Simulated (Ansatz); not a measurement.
# BiCl (built on the sites of a database entry of InCl): the cell at rest

Aim: bring BiCl (built on the sites of a database entry of InCl) to small forces and stress, as phonons need.

Method: DFT PBE+D3(BJ), scalar-relativistic, plane waves, PAW, in Ansatz 0.2.0.

The structure was built from a prototype and need not be the compound's stable phase.

### Step 1. Starting point

Symmetry: Cmcm, No. 63, orthorhombic system. Conventional cell: a = 4.434 Å, b = 12.519 Å, c = 4.544 Å, α = 90.00°, β = 90.00°, γ = 90.00°. Bi has 5 Cl at 2.89 to 3.24 Å nearest. Cl has 5 Bi at 2.89 to 3.24 Å nearest. Farther neighbours and most contacts between anions are not listed.

### Step 2. A coarse first look

A quick single point on a coarse mesh tells whether the cell has a gap and how far it is from rest, which sets the k mesh and smearing that follow.

Contents of input.yaml:

```yaml
crystal:
  lattice:
    - [2.21721, -6.25945, 0.0]
    - [2.21721, 6.25945, 0.0]
    - [0.0, 0.0, 4.54391]
  atoms:
    - { symbol: Bi, position: [0.39030126, 0.60969874, 0.75] }
    - { symbol: Bi, position: [0.60969874, 0.39030126, 0.25] }
    - { symbol: Cl, position: [0.8404269, 0.1595731, 0.25] }
    - { symbol: Cl, position: [0.1595731, 0.8404269, 0.75] }
kpoints:
  mp_grid: { grid: [4, 4, 4] }
hamiltonian:
  xc: pbe
  dispersion: d3bj
scf:
  occupations: { method: gaussian, width: 0.1 }
output:
  forces: true
  stress: true
  eigenvalues: true
```

Started as:

```bash
ansatz run input.yaml --threads 4 --pin off --max-ram 14336MiB --backend cpu --events-out ev --progress --plain --runs-dir out
```

Numbers of over 12 decimals in the logs are rounded to 6 here.

Log:

```text
Engine: ansatz 0.2.0, x86_64-unknown-linux-gnu
Pseudopotentials: kind: paw
Pseudopotential: Bi, paw, valence charge 15, recommended cutoff 420 eV (normal), Bi.paw.azcp
Pseudopotential: Cl, paw, valence charge 7, recommended cutoff 420 eV (normal), Cl.paw.azcp
Functional definition: PBE
  parameter kappa = 0.804
  parameter beta = 0.066725
  exchange = pbe_x(kappa = kappa, mu = beta*pi^2/3)
[...]
k-point 0: bands = [... 18 lower, 3.1815, 3.4649, 7.4248, 7.7118, 7.7656, 9.0527, 9.1209, 9.1940, ... 1 higher]
  k-point 1: bands = [... 18 lower, 3.2480, 3.3567, 6.6827, 7.3286, 7.3336, 7.9952, 8.2989, 9.5832, ... 1 higher]
  k-point 2: bands = [... 18 lower, 3.3244, 3.3244, 6.2039, 6.2039, 7.2659, 7.2659, 8.7284, 8.7284, ... 1 higher]
  k-point 20: bands = [... 18 lower, 3.1904, 3.1904, 5.4268, 5.4268, 7.4566, 7.4566, 8.5786, 8.5786, ... 1 higher]
[key lines of the parts left out:]
SCF converged after 8 iterations
Free energy (F): -26953.636759 eV
Fermi energy:    6.940132 eV
P = ⅓ Tr σ = -3.0809 GPa (-30.809 kbar)
```

Elapsed: 4.7 s, on 4 threads of Intel Xeon Platinum 8223CL at 3.00GHz (Skylake/Cascade Lake), shared host; peak memory 0.51 GiB; 7.5 s of CPU time.

This step gave:

```yaml
pressure: -3.081 GPa
volume_per_atom: 31.53 Å³
gap_on_the_k_mesh: 0 eV
```

The coarse mesh shows no gap and a pressure of -3.1 GPa.

### Step 3. Rough relaxation

The start is far from rest, so a relaxation with loose tolerances brings it close first.

Changes to input.yaml since step 2:

```diff
@@ -11,3 +11,3 @@
 kpoints:
-  mp_grid: { grid: [4, 4, 4] }
+  mp_grid: { grid: [6, 6, 4] }
 hamiltonian:
@@ -21 +21,6 @@
   eigenvalues: true
+relax:
+  adjacent_minimum: "off"
+  f_tol: 0.05
+  max_steps: 80
+  cell: { stress_tol: 0.5 }
```

Log:

```text
[...]
Crystal: 4 atoms, lattice volume = 126.125 Å³
Basis set: ecut = 420 eV, 2473 PW (Γ), exchange–correlation on 90×90×64 points (8 copies of the dense FFT grid, shifted against one another)
Bands: 27, of which v1, the nominal top of the filled ones, is band 22 counted from 1 (21 counted from 0)
Symmetry: 8 space group operations
[...]
k-points: 39 of 144
[...]
cell:  # Å, volume = 112.9828 Å³
    - [2.484903, -6.461213, 0]
    - [2.484903, 6.461213, 0]
    - [0, 0, 3.518511]
  atoms:
    - { symbol: Bi, position: [0.400752, 0.599248, 0.750000] }
    - { symbol: Bi, position: [0.599248, 0.400752, 0.250000] }
    - { symbol: Cl, position: [0.867500, 0.132500, 0.250000] }
    - { symbol: Cl, position: [0.132500, 0.867500, 0.750000] }
[key lines of the parts left out:]
SCF converged after 5 iterations
Free energy (F): -26955.021455 eV
Fermi energy:    8.322604 eV
P = ⅓ Tr σ = 0.1034 GPa (1.034 kbar)
```

The job ended after 23 s (4 threads; peak memory 0.59 GiB).

Step by step:

```
step  energy less that of the first step (eV)  largest force component (eV/Å)  pressure (GPa)  volume (Å³)
   1                                   0.0000                          1.3315           -3.13       126.13
   2                                  -0.5732                          0.6488           -1.07       117.95
   3                                  -0.5503                          1.6801            3.81       113.13
   4                                  -0.7032                          0.2944           -0.44       117.18
   5                                  -0.8214                          0.2433            0.43       116.28
   6                                  -0.9853                          0.1298            0.55       116.22
   7                                  -1.1561                          0.1904            0.60       115.82
   8                                  -1.3323                          0.1809            0.57       114.58
   9                                  -1.3384                          0.1225            0.46       113.02
  10                                  -1.3679                          0.3440           -1.07       115.78
  11                                  -1.3889                          0.0465            0.08       112.98
 12*                                  -1.3899                          0.0462            0.10       112.98
```

Relaxation steps marked * repeat the geometry before them on a plane-wave basis chosen anew for their cell, so energy and pressure can jump there. Relaxation step 3 was tried and not accepted.

The run keeps the 8 symmetry operations that it works with, so distortions that break them were not tested.

```
     cell as run  before   after   change
           a (Å)   6.641   6.923   +4.2 %
           b (Å)   6.641   6.923   +4.2 %
           c (Å)   4.544   3.519  -22.6 %
           γ (°)  140.99  137.93   -2.2 %
volume (Å³/atom)   31.53   28.25  -10.4 %
```

The atoms that moved most (Å, as changes of fractional coordinates times the final cell):

```
atom     dx      dy     dz  length
 Cl4  0.000   0.350  0.000   0.350
 Cl3  0.000  -0.350  0.000   0.350
 Bi1  0.000  -0.135  0.000   0.135
 Bi2  0.000   0.135  0.000   0.135
```

The relaxed structure:

```cif
data_structure
_symmetry_space_group_name_H-M 'P 1'
_symmetry_Int_Tables_number 1
_cell_length_a 6.9226
_cell_length_b 6.9226
_cell_length_c 3.5185
_cell_angle_alpha 90.000
_cell_angle_beta 90.000
_cell_angle_gamma 137.928
_cell_volume 112.98
loop_
_atom_site_label
_atom_site_type_symbol
_atom_site_fract_x
_atom_site_fract_y
_atom_site_fract_z
_atom_site_occupancy
Bi1 Bi 0.40075 0.59925 0.75000 1
Bi2 Bi 0.59925 0.40075 0.25000 1
Cl3 Cl 0.86750 0.13250 0.25000 1
Cl4 Cl 0.13250 0.86750 0.75000 1
```

This step gave:

```yaml
pressure: 0.1034 GPa
volume_per_atom: 28.25 Å³
```

In this step the volume went from 31.53 to 28.25 Å³/atom.

### Step 4. Relaxation

Harmonic phonons are second derivatives at a point where the forces vanish, and they are wanted at zero stress, so atoms and cell are relaxed first.

Contents of input.yaml:

```yaml
crystal:
  lattice:
    - [2.4849027588, -6.4612130993, 0.0]
    - [2.4849027588, 6.4612130993, 0.0]
    - [0.0, 0.0, 3.5185113932]
  atoms:
    - { symbol: Bi, position: [0.4007515736, 0.5992484264, 0.75] }
    - { symbol: Bi, position: [0.5992484264, 0.4007515736, 0.25] }
    - { symbol: Cl, position: [0.8675000276, 0.1324999724, 0.25] }
    - { symbol: Cl, position: [0.1324999724, 0.8675000276, 0.75] }
kpoints:
  mp_grid: { grid: [10, 10, 12] }
hamiltonian:
  xc: pbe
  dispersion: d3bj
scf:
  occupations: { method: gaussian, width: 0.1 }
output:
  forces: true
  stress: true
  eigenvalues: true
  write_density: true
  write_potential: true
  elf: true
  volumetric_format: npy
relax:
  adjacent_minimum: "off"
  f_tol: 0.005
  max_steps: 80
  cell: { stress_tol: 0.05 }
```

Log:

```text
[...]
Crystal: 4 atoms, lattice volume = 112.983 Å³
Basis set: ecut = 420 eV, 2231 PW (Γ), exchange–correlation on 96×96×48 points (8 copies of the dense FFT grid, shifted against one another)
Bands: 27, of which v1, the nominal top of the filled ones, is band 22 counted from 1 (21 counted from 0)
Symmetry: 8 space group operations
[...]
k-points: 217 of 1200
[...]
SCF iter   1: F=—  HF=-26954.909886 eV  |F-HF|=—  |Δ(HF+E_count)|=         —  Δρ=2.43e-3  dr2=1.53e-2  ethr=1.77e-3  ⟨swp⟩=7.1  Hψ=28439  notcnv=0
[...]
SCF iter   6: F=-26954.905167 eV  HF=-26954.905167 eV  |F-HF|=1.04e-8  |Δ(HF+E_count)|=   3.01e-7  Δρ=8.15e-6  dr2=8.87e-8  ethr=2.27e-10  ⟨swp⟩=11.6  Hψ=50648  notcnv=0
SCF 1 converged in 6 iterations: F = -26954.905167 eV  dr2 = 8.87e-8
[...]
relax step   1: F+E_penalty+E_count = -26954.90516688 eV  Δ(F+E_penalty+E_count) = +0.000e0 eV  max|allowed force component| = 1.108e-1 eV/Å  Δτ_max = 0.0000 Å  P = +0.352 GPa  Ω = 112.983 Å³  (6 SCF iters, dr2 threshold 1.00e-7 eV, accepted)
Crystal: 4 atoms, lattice volume = 113.947 Å³
Basis set: ecut = 420 eV, 2243 PW (Γ), exchange–correlation on 96×96×48 points (8 copies of the dense FFT grid, shifted against one another)
[...]
SCF iter   6: F=-26954.903433 eV  HF=-26954.903433 eV  |F-HF|=1.82e-8  |Δ(HF+E_count)|=   6.94e-8  Δρ=5.01e-6  dr2=2.15e-8  ethr=9.09e-10  ⟨swp⟩=11.3  Hψ=50122  notcnv=0
SCF 2 converged in 6 iterations: F = -26954.903433 eV  dr2 = 2.15e-8
relax step   2: F+E_penalty+E_count = -26954.90343331 eV  Δ(F+E_penalty+E_count) = +1.734e-3 eV  max|allowed force component| = 1.827e-1 eV/Å  Δτ_max = 0.0284 Å  P = -0.485 GPa  Ω = 113.947 Å³  energy of the carried Pulay correction = -1.249e-4 eV  (6 SCF iters, dr2 threshold 4.00e-7 eV, rejected (line search))
Crystal: 4 atoms, lattice volume = 113.322 Å³
Basis set: ecut = 420 eV, 2235 PW (Γ), exchange–correlation on 96×96×48 points (8 copies of the dense FFT grid, shifted against one another)
[...]
SCF iter   9: F=-26954.907299 eV  HF=-26954.907299 eV  |F-HF|=7.28e-12  |Δ(HF+E_count)|=  4.37e-11  Δρ=3.77e-8  dr2=1.69e-12  ethr=1.00e-12  ⟨swp⟩=6.0  Hψ=28170  notcnv=0
SCF 3 converged in 9 iterations: F = -26954.907299 eV  dr2 = 1.69e-12
relax step   3: F+E_penalty+E_count = -26954.90729940 eV  Δ(F+E_penalty+E_count) = -2.133e-3 eV  max|allowed force component| = 1.271e-2 eV/Å  Δτ_max = 0.0100 Å  P = +0.040 GPa  Ω = 113.322 Å³  energy of the carried Pulay correction = -4.405e-5 eV  (9 SCF iters, accepted)
[...]
relax step   4: F+E_penalty+E_count = -26954.90775885 eV  Δ(F+E_penalty+E_count) = -4.594e-4 eV  max|allowed force component| = 1.216e-3 eV/Å  Δτ_max = 0.0042 Å  P = -0.052 GPa  Ω = 113.351 Å³  energy of the carried Pulay correction = -4.779e-5 eV  (5 SCF iters, dr2 threshold 1.34e-7 eV, accepted)
[...]
relax step   5: F+E_penalty+E_count = -26954.90788663 eV  Δ(F+E_penalty+E_count) = -1.278e-4 eV  max|allowed force component| = 1.955e-3 eV/Å  Δτ_max = 0.0034 Å  P = +0.003 GPa  Ω = 113.053 Å³  energy of the carried Pulay correction = -9.148e-6 eV  (5 SCF iters, dr2 threshold 2.44e-8 eV, accepted)
[...]
SCF iter   1: F=—  HF=-26954.907858 eV  |F-HF|=—  |Δ(HF+E_count)|=         —  Δρ=4.35e-5  dr2=6.01e-8  ethr=2.26e-7  ⟨swp⟩=3.3  Hψ=45664  notcnv=0
eigensolver tolerance schedule: the retry pair's looser diagonalisation over-reported the residual by 1654.33 of it (diagonalisation noise at 0.14 of the residual, at the tolerance the schedule requests for it); recorded, not acted on — ethr = c·dr2/N_el stays at c = 1.0e-1
[...]
SCF iter   2: F=—  HF=-26954.907899 eV  |F-HF|=—  |Δ(HF+E_count)|=   4.14e-5  Δρ=1.98e-6  dr2=4.51e-9  ethr=1.37e-10  ⟨swp⟩=2.6  Hψ=11571  notcnv=0
[...]
SCF iter   5: F=-26954.907899 eV  HF=-26954.907899 eV  |F-HF|=4.00e-11  |Δ(HF+E_count)|=  2.22e-10  Δρ=1.42e-7  dr2=2.66e-11  ethr=1.00e-12  ⟨swp⟩=5.6  Hψ=34586  notcnv=0
SCF 6 converged in 5 iterations: F = -26954.907899 eV  dr2 = 2.66e-11
relax step   6: F+E_penalty+E_count = -26954.90789937 eV  Δ(F+E_penalty+E_count) = -1.274e-5 eV  max|allowed force component| = 1.945e-3 eV/Å  Δτ_max = 0.0000 Å  P = +0.003 GPa  Ω = 113.053 Å³  stress off target by 2.76e-2 GPa  SCF on the basis re-selected at this cell (its energy is not comparable with the rows above)  (5 SCF iters)
[...]
SCF converged after 5 iterations
Free energy (F): -26954.907899 eV
[...]
Internal energy: -26954.895173 eV  (E = F + TS)
E sigma→0 (E₀):  -26954.901536 eV
Entropy (-TS):   -0.012727 eV (-3.182 meV/atom)
Fermi energy:    8.321123 eV
[...]
--- Forces (eV/Å), atoms counted from 1 ---
  atom   1  Bi    -0.00000000    -0.00113747     0.00000000
  atom   2  Bi     0.00000000     0.00113747    -0.00000000
  atom   3  Cl    -0.00000000    -0.00194464    -0.00000000
  atom   4  Cl     0.00000000     0.00194464     0.00000000
  max |Σ_I F_I| component: 6.51e-19 eV/Å
--- Stress (GPa, compression-positive) ---
        0.016260      -0.000000       0.000000
       -0.000000       0.021681       0.000000
        0.000000       0.000000      -0.027589
  P = ⅓ Tr σ = 0.0035 GPa (0.035 kbar)
--- Band table (eV; the first three rows and the last of 217) ---
  k-point 0: bands = [... 18 lower, 5.2508, 5.3947, 7.1305, 9.5758, 10.5421, 11.0510, 11.4572, 12.9128, ... 1 higher]
  k-point 1: bands = [... 18 lower, 5.2373, 5.2820, 7.2185, 9.4890, 9.5189, 11.2125, 11.5610, 12.0432, ... 1 higher]
  k-point 2: bands = [... 18 lower, 4.8740, 5.2824, 7.4248, 8.1475, 9.2320, 10.5271, 10.5798, 11.6919, ... 1 higher]
  k-point 216: bands = [... 18 lower, 4.7999, 4.7999, 5.3502, 5.3502, 8.0857, 8.0857, 9.4194, 9.4194, ... 1 higher]
--- Relaxed structure (5 steps of the walk, 4 accepted, 1 SCFs on fresh bases) ---
[...]
cell:  # Å, volume = 113.0532 Å³
    - [2.502752, -6.429967, 0]
    - [2.502752, 6.429967, 0]
    - [0, 0, 3.512580]
  atoms:
    - { symbol: Bi, position: [0.399392, 0.600608, 0.75] }
    - { symbol: Bi, position: [0.600608, 0.399392, 0.25] }
    - { symbol: Cl, position: [0.867920, 0.132080, 0.25] }
    - { symbol: Cl, position: [0.132080, 0.867920, 0.75] }
```

Elapsed: 49 s, on 4 threads; peak memory 0.9 GiB; 3.2 min of CPU time.

Relaxation path:

```
step  energy less that of the first step (eV)  largest force component (eV/Å)  pressure (GPa)  volume (Å³)
   1                                   0.0000                          0.1108            0.35       112.98
   2                                   0.0017                          0.1827           -0.49       113.95
   3                                  -0.0021                          0.0127            0.04       113.32
   4                                  -0.0026                          0.0012           -0.05       113.35
   5                                  -0.0027                          0.0020            0.00       113.05
  6*                                  -0.0027                          0.0019            0.00       113.05
```

Relaxation steps marked * repeat the geometry before them on a plane-wave basis chosen anew for their cell, so energy and pressure can jump there. Relaxation step 2 was tried and not accepted.

Forces are held to the 8 operations that the run works with; a distortion that breaks them can't arise in this run.

```
conventional cell, symmetrised  before   after  change
                         a (Å)   4.970   5.006  +0.7 %
                         b (Å)  12.922  12.860  -0.5 %
                         c (Å)   3.519   3.513  -0.2 %
              volume (Å³/atom)   28.25   28.26  +0.1 %
```

The atoms that moved most (Å, as changes of fractional coordinates times the final cell):

```
atom     dx      dy     dz  length
 Bi1  0.000   0.017  0.000   0.017
 Bi2  0.000  -0.017  0.000   0.017
 Cl3  0.000  -0.005  0.000   0.005
 Cl4  0.000   0.005  0.000   0.005
```

The relaxed structure:

```xyz
4
Lattice="2.5028 -6.4300 0.0000 2.5028 6.4300 0.0000 0.0000 0.0000 3.5126" Properties=species:S:1:pos:R:3 pbc="T T T"
Bi    2.5028    1.2938    2.6344
Bi    2.5028   -1.2938    0.8781
Cl    2.5028   -4.7314    0.8781
Cl    2.5028    4.7314    2.6344
```

Numbers from this step:

- pressure: 0.003451 GPa
- volume per atom: 28.26 Å³

ELF in the ab plane of the cell as run, not the conventional one, at fractional z = 0.250, with atoms of Bi and Cl within 0.2 Å of it. It is the smooth field of the valence electrons, not physical close to the nuclei.

Values, 10 rows by 16 columns, each cell a mean:
```
0.02 0.03 0.04 0.05 0.04 0.03 0.02 0.02 0.12 0.41 0.69 0.78 0.76 0.63 0.36 0.08
0.04 0.04 0.04 0.03 0.02 0.01 0.03 0.06 0.11 0.20 0.28 0.27 0.18 0.08 0.03 0.03
0.05 0.04 0.02 0.01 0.02 0.07 0.12 0.14 0.14 0.14 0.14 0.14 0.15 0.15 0.12 0.08
0.04 0.02 0.01 0.04 0.10 0.17 0.22 0.25 0.29 0.33 0.33 0.35 0.36 0.33 0.25 0.12
0.03 0.04 0.06 0.09 0.14 0.21 0.30 0.40 0.42 0.39 0.34 0.34 0.44 0.43 0.31 0.09
0.32 0.32 0.21 0.12 0.13 0.24 0.38 0.41 0.34 0.22 0.12 0.28 0.48 0.38 0.13 0.16
0.79 0.71 0.39 0.12 0.13 0.28 0.38 0.38 0.17 0.18 0.35 0.47 0.30 0.24 0.54 0.76
0.85 0.72 0.28 0.07 0.15 0.30 0.41 0.43 0.42 0.47 0.39 0.22 0.47 0.80 0.81 0.78
0.79 0.37 0.06 0.05 0.13 0.24 0.32 0.37 0.34 0.19 0.24 0.68 0.84 0.60 0.51 0.81
0.27 0.04 0.03 0.05 0.08 0.10 0.11 0.09 0.06 0.25 0.69 0.85 0.79 0.76 0.84 0.70
```
Columns run along a (6.9 Å), rows up along b (6.9 Å). Atoms in or near the plane, at fractional coordinates: Bi at (0.60, 0.40), Cl at (0.87, 0.13).

(Part 1 of 2 ends here.)

[Logs are printed without paths, hosts, clocks, repeated set-up lines and the standing remarks that a program may print on its own settings, such as how far it seeks lower states.]

[Hosts, paths, dates, database ids (printed as entryN), source tags and the programs' standing remarks are cut or masked in the printed files.]
